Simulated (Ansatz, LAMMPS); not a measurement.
# Elastic response of glassy 72SiO2-23Al2O3-3MgO-3K2O (mol %) (134 atoms), part 3 of 3

How stiff is glassy 72SiO2-23Al2O3-3MgO-3K2O (mol %) (134 atoms), and how do its levels respond to strain?

Ansatz 0.2.0; Kohn-Sham DFT, PBE, PAW (set soft_2), plane waves.

The cell: 28 Si, 18 Al, 1 Mg, 2 K and 85 O. The quench rate of 25 K/ps is many orders above laboratory rates. The network of bonds at the start is that of the classical potential that made the cell. Only the Γ point is sampled.

So far. Step 9 (Volume -10 %): The relaxation converged after 15 steps, 6.49 eV below its start, with a largest force component of 0.037 eV/Å. Step 9 (Volume -10 %): Volume -10 %: the energy stands 4.24 eV above that of the reference, at a pressure of 7.84 GPa.

### 10. Stretched by 1 % along x

The relaxed cell is strained along x alone, which gives the stiffness along x and its coupling to y and z.

input.yaml

```yaml
crystal:
  lattice:
    - [12.23106, -0.0773, 0.15039]
    - [-0.07807, 11.9431, -0.10246]
    - [0.15189, -0.10246, 12.2164]
  atoms:
    [... the 134 atom lines of step 4 ...]
kpoints:
  mp_grid: { grid: [1, 1, 1] }
hamiltonian:
  xc: pbe
scf:
  occupations: { method: gaussian, width: 0.025 }
output:
  forces: true
  eigenvalues: true
  stress: true
relax:
  f_tol: 0.05
  max_steps: 70
```

Started as:

```
ansatz run input.yaml --threads 4 --pin off --max-ram 8192MiB --backend cpu --events-out ev --progress --plain --runs-dir out
```

Numbers of over 12 decimals in the logs are rounded to 6 here.

Log:

```text
[...]
Crystal: 134 atoms, lattice volume = 1784.060 Å³
Basis set: ecut = 420 eV, 34873 PW (Γ), exchange–correlation on 180×160×180 points (8 copies of the dense FFT grid, shifted against one another)
Bands: 486, of which v1, the nominal top of the filled ones, is band 352 counted from 1 (351 counted from 0)
Symmetry: 1 space group operations
[...]
k-points: 1
[...]
SCF iter   1: F=—  HF=-80867.375261 eV  |F-HF|=—  |Δ(HF+E_count)|=         —  Δρ=1.81e-3  dr2=7.13e-2  ethr=1.77e-3  ⟨swp⟩=6.0  Hψ=2168  notcnv=0  defer=71
[...]
SCF iter   6: F=-80867.406424 eV  HF=-80867.406441 eV  |F-HF|=1.74e-5  |Δ(HF+E_count)|=   2.13e-5  Δρ=4.43e-5  dr2=2.78e-5  ethr=8.88e-9  ⟨swp⟩=18.0  Hψ=2751  notcnv=0
SCF 1 converged in 6 iterations: F = -80867.406424 eV  dr2 = 2.78e-5
[...]
relax step   1: F+E_penalty+E_count = -80867.40642393 eV  Δ(F+E_penalty+E_count) = +0.000e0 eV  max|allowed force component| = 3.788e-1 eV/Å  Δτ_max = 0.0000 Å  (6 SCF iters, dr2 threshold 6.25e-5 eV, accepted)
[...]
relax step   2: F+E_penalty+E_count = -80867.46830053 eV  Δ(F+E_penalty+E_count) = -6.188e-2 eV  max|allowed force component| = 2.113e-1 eV/Å  Δτ_max = 0.0245 Å  (5 SCF iters, dr2 threshold 8.97e-6 eV, accepted)
[...]
relax step   3: F+E_penalty+E_count = -80867.50636248 eV  Δ(F+E_penalty+E_count) = -3.806e-2 eV  max|allowed force component| = 9.278e-2 eV/Å  Δτ_max = 0.0503 Å  (7 SCF iters, dr2 threshold 2.79e-6 eV, accepted)
relax step   4: F+E_penalty+E_count = -80867.51203322 eV  Δ(F+E_penalty+E_count) = -5.671e-3 eV  max|allowed force component| = 7.695e-2 eV/Å  Δτ_max = 0.0601 Å  (7 SCF iters, accepted)
relax step   5: F+E_penalty+E_count = -80867.52000840 eV  Δ(F+E_penalty+E_count) = -7.975e-3 eV  max|allowed force component| = 1.115e-1 eV/Å  Δτ_max = 0.0716 Å  (8 SCF iters, accepted)
relax step   6: F+E_penalty+E_count = -80867.52340150 eV  Δ(F+E_penalty+E_count) = -3.393e-3 eV  max|allowed force component| = 5.109e-2 eV/Å  Δτ_max = 0.0213 Å  (5 SCF iters, dr2 threshold 8.55e-6 eV, accepted)
[...]
relax step   7: F+E_penalty+E_count = -80867.52441897 eV  Δ(F+E_penalty+E_count) = -1.017e-3 eV  max|allowed force component| = 2.317e-2 eV/Å  Δτ_max = 0.0135 Å  (7 SCF iters, accepted)
SCF converged after 7 iterations
Free energy (F): -80867.524419 eV
[...]
Internal energy: -80867.524419 eV  (E = F + TS)
E sigma→0 (E₀):  -80867.524419 eV
Fermi energy:    5.079654 eV
[...]
--- Forces (eV/Å), atoms counted from 1 ---
  atom   1  Si    -0.00072502    -0.01044132     0.01233590
  atom   2  Si     0.00591972     0.00674009    -0.00021941
  atom   3  Si     0.00474302    -0.00073256    -0.00249365
  atom   4  Si    -0.00124864     0.00375004     0.01374451
  atom   5  Si     0.01037645     0.00838041    -0.00071165
  atom   6  Si    -0.00543433     0.00585593    -0.01722376
  atom   7  Si    -0.00419698    -0.00576614    -0.00776723
  atom   8  Si    -0.00687672     0.00604565    -0.02316791
  atom   9  Si    -0.01234411     0.01028153     0.00052156
  atom  10  Si     0.00157448    -0.00406171    -0.00416160
  atom  11  Si     0.00411140     0.00397160    -0.00924003
  atom  12  Si     0.01247037    -0.01935220     0.00231168
  atom  13  Si    -0.01627128    -0.01323493    -0.01649700
  atom  14  Si     0.00014779    -0.00283084     0.00625410
[...]
atom 133  O     -0.00287819     0.00618559    -0.00024672
  atom 134  O     -0.00289777    -0.00360727    -0.00858625
  max |Σ_I F_I| component: 9.96e-5 eV/Å
--- Stress (GPa, compression-positive) ---
       -1.179723      -0.037059       0.072491
       -0.037060      -0.379770      -0.028364
        0.072485      -0.028358      -0.371453
  P = ⅓ Tr σ = -0.6436 GPa (-6.436 kbar)
--- Band table (eV) ---
[...]
--- Relaxed structure (7 steps of the walk, 7 accepted, 0 SCFs on fresh bases) ---
  F+E_penalty+E_count = -80867.52441897 eV   max|allowed force component| = 2.317e-2 eV/Å
  atoms:
    - { symbol: Si, position: [0.470599, 0.374079, 0.748968] }
    - { symbol: Si, position: [0.902802, 0.347888, 0.667082] }
    - { symbol: Si, position: [0.609602, 0.160359, 0.185493] }
    - { symbol: Si, position: [0.335538, 0.452007, 0.540770] }
[...]
- { symbol: O, position: [0.673821, 0.686934, 0.639749] }
```

The job ended after 1.9 min (4 threads of Intel Xeon Platinum 8375C at 2.90GHz (Ice Lake), shared host; peak memory 2.7 GiB).

The relaxation converged after 7 steps, 0.118 eV below its start, with a largest force component of 0.023 eV/Å.

Stretched by 1 % along x: the energy stands 0.0541 eV above that of the reference, at a pressure of -0.644 GPa.

### 11. Compressed by 1 % along x

The relaxed cell is strained along x alone, which gives the stiffness along x and its coupling to y and z.

input.yaml, the sections that differ from step 10:

```yaml
crystal:
  lattice:
    - [11.98886, -0.0773, 0.15039]
    - [-0.07653, 11.9431, -0.10246]
    - [0.14889, -0.10246, 12.2164]
  atoms:
    [... the 134 atom lines of step 4 ...]
# kpoints, hamiltonian, scf, output, relax: as in step 10
```

Log:

```text
[...]
Crystal: 134 atoms, lattice volume = 1748.732 Å³
Basis set: ecut = 420 eV, 34141 PW (Γ), exchange–correlation on 162×160×180 points (8 copies of the dense FFT grid, shifted against one another)
Bands: 486, of which v1, the nominal top of the filled ones, is band 352 counted from 1 (351 counted from 0)
Symmetry: 1 space group operations
[...]
k-points: 1
[...]
SCF iter   1: F=—  HF=-80867.357266 eV  |F-HF|=—  |Δ(HF+E_count)|=         —  Δρ=1.83e-3  dr2=7.16e-2  ethr=1.77e-3  ⟨swp⟩=6.0  Hψ=2171  notcnv=0  defer=75
[...]
SCF iter   5: F=—  HF=-80867.389427 eV  |F-HF|=—  |Δ(HF+E_count)|=   8.02e-6  Δρ=5.99e-5  dr2=7.10e-5  ethr=6.43e-8  ⟨swp⟩=2.0  Hψ=837  notcnv=0  defer=127
SCF iter   6: F=-80867.389432 eV  HF=-80867.389447 eV  |F-HF|=1.47e-5  |Δ(HF+E_count)|=   1.98e-5  Δρ=4.15e-5  dr2=2.37e-5  ethr=8.88e-9  ⟨swp⟩=18.0  Hψ=2772  notcnv=0
SCF 1 converged in 6 iterations: F = -80867.389432 eV  dr2 = 2.37e-5
[...]
relax step   1: F+E_penalty+E_count = -80867.38943234 eV  Δ(F+E_penalty+E_count) = +0.000e0 eV  max|allowed force component| = 4.230e-1 eV/Å  Δτ_max = 0.0000 Å  (6 SCF iters, dr2 threshold 6.25e-5 eV, accepted)
[...]
relax step   2: F+E_penalty+E_count = -80867.45300379 eV  Δ(F+E_penalty+E_count) = -6.357e-2 eV  max|allowed force component| = 2.317e-1 eV/Å  Δτ_max = 0.0343 Å  (5 SCF iters, dr2 threshold 1.12e-5 eV, accepted)
[...]
relax step   3: F+E_penalty+E_count = -80867.48691563 eV  Δ(F+E_penalty+E_count) = -3.391e-2 eV  max|allowed force component| = 9.113e-2 eV/Å  Δτ_max = 0.0540 Å  (7 SCF iters, dr2 threshold 3.35e-6 eV, accepted)
relax step   4: F+E_penalty+E_count = -80867.48914120 eV  Δ(F+E_penalty+E_count) = -2.226e-3 eV  max|allowed force component| = 1.257e-1 eV/Å  Δτ_max = 0.0967 Å  (8 SCF iters, accepted)
[...]
relax step   5: F+E_penalty+E_count = -80867.49689982 eV  Δ(F+E_penalty+E_count) = -7.759e-3 eV  max|allowed force component| = 3.062e-2 eV/Å  Δτ_max = 0.0708 Å  (8 SCF iters, accepted)
SCF converged after 8 iterations
Free energy (F): -80867.496900 eV
[...]
Internal energy: -80867.496900 eV  (E = F + TS)
E sigma→0 (E₀):  -80867.496900 eV
Fermi energy:    5.317949 eV
[...]
Σ components = -80867.496900   (vs F -80867.496900, Δ=0.00e0)
--- Forces (eV/Å), atoms counted from 1 ---
  atom   1  Si     0.01042950     0.01087296    -0.00429114
  atom   2  Si     0.03061805     0.00274403    -0.00974695
  atom   3  Si    -0.00046702     0.00227346     0.00337883
  atom   4  Si    -0.01489186     0.00651228     0.01396893
[...]
atom 134  O      0.01177194     0.00095240     0.00665713
  max |Σ_I F_I| component: 1.49e-4 eV/Å
--- Stress (GPa, compression-positive) ---
        1.370916      -0.007417      -0.004983
       -0.007418       0.495603      -0.025865
       -0.004989      -0.025860       0.518493
  P = ⅓ Tr σ = 0.7950 GPa (7.950 kbar)
--- Band table (eV) ---
[...]
--- Relaxed structure (5 steps of the walk, 5 accepted, 0 SCFs on fresh bases) ---
  F+E_penalty+E_count = -80867.49689982 eV   max|allowed force component| = 3.062e-2 eV/Å
  atoms:
    - { symbol: Si, position: [0.466252, 0.373680, 0.749359] }
    - { symbol: Si, position: [0.902210, 0.347189, 0.667158] }
    - { symbol: Si, position: [0.607955, 0.161547, 0.184379] }
    - { symbol: Si, position: [0.335314, 0.454006, 0.539281] }
[...]
- { symbol: O, position: [0.674404, 0.681701, 0.643171] }
```

It took 83 s on 4 threads; peak memory 2.7 GiB; 5.2 min of CPU time.

The relaxation converged after 5 steps, 0.107 eV below its start, with a largest force component of 0.031 eV/Å.

Compressed by 1 % along x: the energy stands 0.0817 eV above that of the reference, at a pressure of 0.795 GPa.

### 12. Sheared by 2 % in xy

A shear of the relaxed cell gives the modulus that volume changes can't reach.

input.yaml, the sections that differ from step 11:

```yaml
crystal:
  lattice:
    - [12.10919, 0.0438, 0.15039]
    - [0.04213, 11.94233, -0.10246]
    - [0.14937, -0.10096, 12.2164]
  atoms:
    [... the 134 atom lines of step 4 ...]
# kpoints, hamiltonian, scf, output, relax: as in step 11
```

Log:

```text
[...]
Crystal: 134 atoms, lattice volume = 1766.220 Å³
Basis set: ecut = 420 eV, 34521 PW (Γ), exchange–correlation on 162×160×180 points (8 copies of the dense FFT grid, shifted against one another)
Bands: 486, of which v1, the nominal top of the filled ones, is band 352 counted from 1 (351 counted from 0)
Symmetry: 1 space group operations
[...]
k-points: 1
[...]
SCF iter   1: F=—  HF=-80867.291231 eV  |F-HF|=—  |Δ(HF+E_count)|=         —  Δρ=1.82e-3  dr2=7.11e-2  ethr=1.77e-3  ⟨swp⟩=6.0  Hψ=2168  notcnv=0  defer=73
[...]
SCF iter   5: F=—  HF=-80867.322857 eV  |F-HF|=—  |Δ(HF+E_count)|=   9.81e-6  Δρ=5.93e-5  dr2=7.14e-5  ethr=6.51e-8  ⟨swp⟩=2.0  Hψ=837  notcnv=0  defer=127
SCF iter   6: F=-80867.322862 eV  HF=-80867.322877 eV  |F-HF|=1.49e-5  |Δ(HF+E_count)|=   2.04e-5  Δρ=4.16e-5  dr2=2.40e-5  ethr=8.88e-9  ⟨swp⟩=17.0  Hψ=2764  notcnv=0
SCF 1 converged in 6 iterations: F = -80867.322862 eV  dr2 = 2.40e-5
[...]
relax step   1: F+E_penalty+E_count = -80867.32286241 eV  Δ(F+E_penalty+E_count) = +0.000e0 eV  max|allowed force component| = 5.660e-1 eV/Å  Δτ_max = 0.0000 Å  (6 SCF iters, dr2 threshold 6.25e-5 eV, accepted)
[...]
relax step   2: F+E_penalty+E_count = -80867.42514663 eV  Δ(F+E_penalty+E_count) = -1.023e-1 eV  max|allowed force component| = 3.496e-1 eV/Å  Δτ_max = 0.0504 Å  (5 SCF iters, dr2 threshold 2.00e-5 eV, accepted)
[...]
relax step   3: F+E_penalty+E_count = -80867.48095703 eV  Δ(F+E_penalty+E_count) = -5.581e-2 eV  max|allowed force component| = 1.661e-1 eV/Å  Δτ_max = 0.1228 Å  (7 SCF iters, dr2 threshold 7.64e-6 eV, accepted)
relax step   4: F+E_penalty+E_count = -80867.49033309 eV  Δ(F+E_penalty+E_count) = -9.376e-3 eV  max|allowed force component| = 9.935e-2 eV/Å  Δτ_max = 0.0746 Å  (6 SCF iters, dr2 threshold 6.22e-6 eV, accepted)
relax step   5: F+E_penalty+E_count = -80867.48795876 eV  Δ(F+E_penalty+E_count) = +2.374e-3 eV  max|allowed force component| = 1.419e-1 eV/Å  Δτ_max = 0.2000 Å  (9 SCF iters, rejected (line search))
[...]
relax step   6: F+E_penalty+E_count = -80867.50379647 eV  Δ(F+E_penalty+E_count) = -1.346e-2 eV  max|allowed force component| = 3.294e-2 eV/Å  Δτ_max = 0.0835 Å  (8 SCF iters, accepted)
SCF converged after 8 iterations
Free energy (F): -80867.503796 eV
[...]
Internal energy: -80867.503796 eV  (E = F + TS)
E sigma→0 (E₀):  -80867.503796 eV
Fermi energy:    5.190846 eV
[...]
Σ components = -80867.503796   (vs F -80867.503796, Δ=0.00e0)
--- Forces (eV/Å), atoms counted from 1 ---
  atom   1  Si     0.00939776     0.00102852    -0.00317569
  atom   2  Si    -0.01626870    -0.00111188    -0.02010352
  atom   3  Si    -0.01480773    -0.01927030     0.00628642
  atom   4  Si     0.01081285     0.01088377    -0.01862327
[...]
atom 134  O     -0.00493570     0.00194976    -0.00279412
  max |Σ_I F_I| component: 1.73e-4 eV/Å
--- Stress (GPa, compression-positive) ---
        0.011054      -0.718255       0.008826
       -0.718257       0.166053      -0.048760
        0.008820      -0.048754       0.158682
  P = ⅓ Tr σ = 0.1119 GPa (1.119 kbar)
--- Band table (eV) ---
[...]
--- Relaxed structure (6 steps of the walk, 5 accepted, 0 SCFs on fresh bases) ---
  F+E_penalty+E_count = -80867.50379647 eV   max|allowed force component| = 3.294e-2 eV/Å
  atoms:
    - { symbol: Si, position: [0.468528, 0.376053, 0.748423] }
    - { symbol: Si, position: [0.902650, 0.347926, 0.666471] }
    - { symbol: Si, position: [0.608830, 0.160979, 0.184839] }
    - { symbol: Si, position: [0.334599, 0.453788, 0.538902] }
[...]
- { symbol: O, position: [0.677702, 0.684560, 0.643966] }
```

Elapsed: 1.8 min, on 4 threads; peak memory 2.7 GiB; 6.6 min of CPU time.

The relaxation converged after 6 steps, 0.181 eV below its start, with a largest force component of 0.033 eV/Å.

Sheared by 2 % in xy: the energy stands 0.0748 eV above that of the reference, at a pressure of 0.112 GPa.

### 13. Pressure against volume

Atoms are relaxed at each volume, in the scaled cell.

| volume change (%) | volume (Å³/atom) | energy change (meV/atom) | pressure (GPa) | largest move on relaxing (Å) | bonds | gap (eV) |
| --- | --- | --- | --- | --- | --- | --- |
| -10 | 11.864 | 31.67 | 7.84 | 1.01 | - | 4.39 |
| -6 | 12.391 | 11.33 | 4.61 | 0.74 | - | 4.27 |
| -3 | 12.787 | 2.84 | 2.32 | 0.19 | - | 4.23 |
| +0 | 13.182 | 0.00 | 0.00 | - | - | 4.13 |
| +3 | 13.578 | 1.95 | -1.57 | 0.58 | - | 4.11 |
| +6 | 13.973 | 7.63 | -3.35 | 0.65 | - | 3.83 |

### 14. Uniaxial strain and shear

Stress (GPa, compression positive) less that of the relaxed cell, atoms relaxed:

| strain | xx | yy | zz | xy | energy change (meV/atom) |
| --- | --- | --- | --- | --- | --- |
| stretched by 1 % along x | -1.189 | -0.380 | -0.368 | -0.034 | 0.40 |
| compressed by 1 % along x | 1.362 | 0.495 | 0.522 | -0.004 | 0.61 |
| sheared by 2 % in xy | 0.002 | 0.166 | 0.162 | -0.715 | 0.56 |

### 15. Outcome

The bulk modulus, from the slope of pressure against ln V over the three points nearest the relaxed volume, is 64.9 GPa; between neighbouring points the slope runs 74, 73, 76, 53 and 62 GPa from the smallest volume up, without a steady fall, so no pressure derivative is given. At -10 %, -6 %, +3 % and +6 % some atom moved by over 0.5 Å on relaxing, so those points may sit in another local minimum. The gap goes from 4.39 eV at the smallest volume to 3.83 eV at the largest, -3.0 eV per unit of ln V by a straight line, on the run's k-points. In the Cartesian axes of the cell, finite differences give C11 = 128, C12 = 43.8, C13 = 44.5 and C66 = 35.8 GPa (the shear of 2 % is the engineering strain, εxy = 0.01). The mean of C11, C12 and C13, which equals the bulk modulus in a cubic or isotropic solid, is 71.9 GPa: it lies 11 % over the bulk modulus from the volumes. For an isotropic solid C66 would equal (C11 − C12)/2 = 41.9 GPa; so small a sample needn't be isotropic, and C66 rests on one shear. With the bulk modulus and C66 as K and G, Young's modulus would be about 91 GPa and Poisson's ratio 0.27.

**Limits.** Strains are finite and relaxations stop at the force tolerance of the input, which can leave moduli too stiff; they are those of a static cell at zero temperature. Volumes are changed with the cell's shape held, so in an anisotropic solid the modulus lies over the one under free hydrostatic load. The program notes that the SCF threshold of the relaxations is loose for the stress.

The DFT runs together took 32 min of wall time.

[Logs are printed without paths, hosts, clocks, repeated set-up lines and the standing remarks that a program may print on its own settings, such as how far it seeks lower states.]

[Hosts, paths, dates, database ids (printed as entryN), source tags and the programs' standing remarks are cut or masked in the printed files.]
